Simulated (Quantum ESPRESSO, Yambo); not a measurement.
An input for Yambo 5.3.0 (BaTiO3 (P4mm)):

```
HF_and_locXC
gw0
dyson
cohsex
em1s
rim_cut
RandQpts= 1000000
RandGvec= 1 RL
EXXRLvcs= 76 Ry
VXCRLvcs= 304 Ry
Chimod= "HARTREE"
% BndsRnXs
 1 | 258 |
%
NGsBlkXs= 10 Ry
% LongDrXs
 1 | 1 | 1 |
%
% GbndRnge
 1 | 258 |
%
DysSolver= "n"
ExtendOut
% QPkrange
 18 | 18 | 37 | 44 |
 1 | 1 | 37 | 44 |
%
```

```sh
OMP_NUM_THREADS=2 mpirun -n 2 yambo -F gw8.in -J gw8 -C gw8 > gw8.log
```

The stored states that it reads are on a 4×4×4 mesh. It takes space group P4mm (No. 99, tetragonal). The conventional cell has a = 3.990 Å, b = 3.990 Å, c = 4.023 Å, α = 90.00°, β = 90.00°, γ = 90.00°. Ba has 12 O at 2.80 to 2.87 Å nearest. Nearest to Ti lie 6 O at 1.84 to 2.18 Å. O has 2 Ti at 1.84 to 2.18 Å and 4 Ba at 2.82 Å nearest. Nearest to O lie 2 Ti at 2.00 Å and 4 Ba at 2.80 to 2.87 Å. Farther neighbours and most contacts between anions are not listed.

Question: How long will it take on 2 MPI ranks of Arm Neoverse V1, shared host, and how much memory?

It took 18 min; on shared hardware allow 9.1 min to 37 min. Peak host memory was 2.8 GiB.

The screening grows as filled bands × empty bands × pairs of k points, times the square of the screening basis for the matrix.

[Paths, hosts, dates, memory and timing lines, banners, echoed tables and standing remarks are left out of the program output.]

[Logs are printed without paths, hosts, clocks, repeated set-up lines and the standing remarks that a program may print on its own settings, such as how far it seeks lower states.]

[Runs of the session that timed out or met a known fault of the program may be left out.]

[Hosts, paths, dates, database ids (printed as entryN), source tags and the programs' standing remarks are cut or masked in the printed files.]
